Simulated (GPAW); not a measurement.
# linear W chain, spacing 2.672 A: cost and accuracy of the functional, part 2 of 2

Two starts of linear W chain, spacing 2.672 A are run at each set of the functional. What moves?

GPAW 26.7.0; several functionals; plane waves with GPAW's PAW setups, scalar-relativistic.

So far, largest spin moment in the augmentation sphere (μB): step 2 (rung 1 (LDA), start ferro +) 0.615; step 3 (rung 1 (LDA), start antiferro q=(0,0,1/2) +-) 2.13; step 6 (rung 3 (PBE), start ferro +) 1.34; step 7 (rung 3 (PBE), start antiferro q=(0,0,1/2) +-) 2.39; step 8 (rung 4 (RPBE), start ferro +) 1.80.

### 9. Set 4 (RPBE), start antiferro q=(0,0,1/2) +-

Level of this step: RPBE; plane waves with GPAW's PAW setups, scalar-relativistic (GPAW).

Input file order2.py:

```python
import json
import numpy as np
from ase import Atoms
from ase.parallel import paropen, parprint
from gpaw import GPAW

atoms = Atoms(['W', 'W'],
    cell=[[12.0, 0.0, 0.0],
         [0.0, 12.0, 0.0],
         [0.0, 0.0, 5.344]],
    scaled_positions=[[0.5, 0.5, 0.0],
         [0.5, 0.5, 0.5]],
    pbc=True,
    magmoms=[1.0, -1.0])
atoms.calc = GPAW(mode={'name': 'pw', 'ecut': 550},
    xc='RPBE',
    kpts={'size': (1, 1, 5), 'gamma': True},
    occupations={'name': 'fermi-dirac', 'width': 0.05},
    convergence={'density': 1e-05, 'energy': 1e-05},
    maxiter=200,
    txt='order2.txt')
e = atoms.get_potential_energy(force_consistent=True)
res = {'free_energy': e, 'energy_sigma0': atoms.get_potential_energy(), 'fermi_energy': atoms.calc.get_fermi_level()}
res['moments'] = atoms.get_magnetic_moments().tolist()
res['total'] = atoms.get_magnetic_moment()
parprint('site moments (muB):', np.round(res['moments'], 3))
parprint(f"total moment: {res['total']:.3f} muB")
parprint(f'free energy: {e:.6f} eV')
atoms.calc.write('order2.gpw')
with paropen('results.json', 'w') as f:
    json.dump(res, f)
```

On the command line:

```bash
OMP_NUM_THREADS=1 python3 order2.py > order2.log
```

What it wrote:

```text
site moments (muB): [ 2.468 -2.468]
total moment: -0.000 muB
free energy: -11.124433 eV

--- order2.txt ---
Input parameters:
  mode=PW(ecut=550),
  convergence={'density': 1e-05, 'energy': 1e-05},
  kpts=MonkhorstPack(size=(1, 1, 5), gamma=True),
  maxiter=200,
  occupations=Occupations(name='fermi-dirac', width=0.05),
  xc=XC(name='RPBE')

Diagonalizing LCAO Hamiltonian
Converting LCAO to pw mode
[...]
|         17 |        -0.855 |     0.000 |        -0.855 |     0.000 |
|         18 |        -0.854 |     0.000 |        -0.854 |     0.000 |
|         19 |         0.450 |     0.000 |         0.450 |     0.000 |
|         20 |         0.450 |     0.000 |         0.450 |     0.000 |

Gap: 0.500 eV
Transition (v -> c):
  (s=0, k=2, n=13, [0.00, 0.00, 0.40]) -> (s=1, k=2, n=14, [0.00, 0.00, 0.40])
No difference between direct/indirect transitions


[key lines of the parts left out:]
Free energy:     -11.124433
Converged in 19 steps
dipole moment: (0.000024, 0.000024, -19.750528)  # |e|*Ang
Fermi level: -3.526
```

Elapsed: 1.7 min, on 1 MPI rank of AMD EPYC 7R43, shared host; peak memory 0.59 GiB.

Read from the output:

```yaml
magnetization: 0 μB
final_state: antiferromagnetic
largest_moment: 2.468 μB
```

This start lies -525.1 meV a seeded atom from the first, a change of -60.2 meV since set 3; its largest moment is 2.47 μB.

### 10. Set 5 (BLYP), start ferro +

Input file order1.py:

```python
import json
import numpy as np
from ase import Atoms
from ase.parallel import paropen, parprint
from gpaw import GPAW

atoms = Atoms(['W'],
    cell=[[12.0, 0.0, 0.0],
         [0.0, 12.0, 0.0],
         [0.0, 0.0, 2.672]],
    scaled_positions=[[0.5, 0.5, 0.0]],
    pbc=True,
    magmoms=[1.0])
atoms.calc = GPAW(mode={'name': 'pw', 'ecut': 550},
    xc='BLYP',
    kpts={'size': (1, 1, 10), 'gamma': True},
    occupations={'name': 'fermi-dirac', 'width': 0.05},
    convergence={'density': 1e-05, 'energy': 1e-05},
    maxiter=200,
    txt='order1.txt')
e = atoms.get_potential_energy(force_consistent=True)
res = {'free_energy': e, 'energy_sigma0': atoms.get_potential_energy(), 'fermi_energy': atoms.calc.get_fermi_level()}
res['moments'] = atoms.get_magnetic_moments().tolist()
res['total'] = atoms.get_magnetic_moment()
parprint('site moments (muB):', np.round(res['moments'], 3))
parprint(f"total moment: {res['total']:.3f} muB")
parprint(f'free energy: {e:.6f} eV')
atoms.calc.write('order1.gpw')
with paropen('results.json', 'w') as f:
    json.dump(res, f)
```

On the command line:

```bash
OMP_NUM_THREADS=1 python3 order1.py > order1.log
```

What it wrote:

```text
FileNotFoundError: Could not find required PAW dataset file "W.BLYP".
You need to set the GPAW_SETUP_PATH environment variable to point to
the directories where PAW dataset and basis files are stored.  See

--- order1.txt ---
Input parameters:
  mode=PW(ecut=550),
  convergence={'density': 1e-05, 'energy': 1e-05},
  kpts=MonkhorstPack(size=(1, 1, 10), gamma=True),
  maxiter=200,
  occupations=Occupations(name='fermi-dirac', width=0.05),
  xc=XC(name='BLYP')
```

It took 2.2 s on 1 MPI rank; peak memory 0.1 GiB.

The program refused the input before any cycle.

The program's message: “FileNotFoundError: Could not find required PAW dataset file "W.BLYP".”

### 11. Set 5 (BLYP), start antiferro q=(0,0,1/2) +-

order2.py is the script of step 9 with these lines changed:

```diff
@@ -15,3 +15,3 @@
 atoms.calc = GPAW(mode={'name': 'pw', 'ecut': 550},
-    xc='RPBE',
+    xc='BLYP',
     kpts={'size': (1, 1, 5), 'gamma': True},
```

On the command line:

```bash
OMP_NUM_THREADS=1 python3 order2.py > order2.log
```

What it wrote:

```text
FileNotFoundError: Could not find required PAW dataset file "W.BLYP".
You need to set the GPAW_SETUP_PATH environment variable to point to
the directories where PAW dataset and basis files are stored.  See

--- order2.txt ---
Input parameters:
  mode=PW(ecut=550),
  convergence={'density': 1e-05, 'energy': 1e-05},
  kpts=MonkhorstPack(size=(1, 1, 5), gamma=True),
  maxiter=200,
  occupations=Occupations(name='fermi-dirac', width=0.05),
  xc=XC(name='BLYP')
```

The job ended after 2.4 s (1 MPI rank; peak memory 0.1 GiB).

The input was rejected at the start.

The program's message: “FileNotFoundError: Could not find required PAW dataset file "W.BLYP".”

### 12. The sets together

List, by row:

| set | functional | state from the first start | state from the second start | second less first (meV a seeded atom) | moment, first (μB) | moment, second (μB) | CPU time (s) |
| --- | --- | --- | --- | --- | --- | --- | --- |
| 1 | LDA | ferromagnetic | antiferromagnetic | -314.8 | 0.6148 | 2.128 | 120.8 |
| 3 | PBE | ferromagnetic | antiferromagnetic | -464.9 | 1.336 | 2.39 | 149.1 |
| 4 | RPBE | ferromagnetic | antiferromagnetic | -525.1 | 1.804 | 2.468 | 163.1 |

### 13. What came out

| Item | Value |
| --- | --- |
| range of the moment in the table, second start | 2.13 to 2.47 μB |
| range of CPU time | 2 min to 2.7 min |
| range of the energy difference | -525 to -315 meV a seeded atom |

For the second start the functionals give moments from 2.13 to 2.47 μB and energy differences from -525 to -315 meV a seeded atom, a spread that no finer setting would remove; all use the same cell, so differences in their own lattice constants don't enter. The second start ends lower on every set of the table. The other start's moment moves more, from 0.61 to 1.80 μB. Sets 2 and 5 gave no pair of finished runs and are missing from the table.

[Logs and program files are shortened in this print: banners, set-up blocks, solver, clock and traceback lines can be left out without a mark of their own.]

[Logs are printed without paths, hosts, clocks, repeated set-up lines and the standing remarks that a program may print on its own settings, such as how far it seeks lower states.]

[Hosts, paths, dates, database ids (printed as entryN), source tags and the programs' standing remarks are cut or masked in the printed files.]

[Where a cell is said to come from a database of computed structures, the database is the Materials Project.]
